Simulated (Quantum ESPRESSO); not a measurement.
# Voltage at the next charge: Ba(100), 5 layers against an electrode

How the rows were computed: Quantum ESPRESSO 7.5, PBE, GBRV ultrasoft; ESM with bc3, a metal electrode 5.98 Å above the top atoms; cell area 25.200 Å²; ions fixed. V is the potential energy of an electron at the electrode over the slab's Fermi level, divided by e, so that it equals the work function at zero charge; positive charge removes electrons.

| charge (e a cell) | V (V) |
| --- | --- |
| 0 | 2.353 |
| 0.0378 | 3.296 |
| 0.0756 | 4.313 |

One more run was made and is withheld. What is V at a charge of 0.1512 e, and what capacitance do the rows imply?

**Worked estimate.** The last two rows give dV/dq = (4.313 − 3.296)/(0.0756 − 0.0378) = 26.9 V/e, so C = 1602/(25.200 × 26.9) = 2.36 µF/cm², an effective gap of 8.854/2.36 = 3.75 Å. At constant C, V = 4.313 + 26.9 × 0.0756 = 6.35 V.

**The withheld run.** V = 6.526 V; the estimate misses by −0.18 V, 8.1 % of the step. Over the three intervals C goes 2.55, 2.36 and 2.17 µF/cm²: it falls as electrons leave, the surface charge drawing back towards the atoms.

**Limits.** Vacuum fills the gap; a dielectric or electrolyte would change C. The slab is thin.
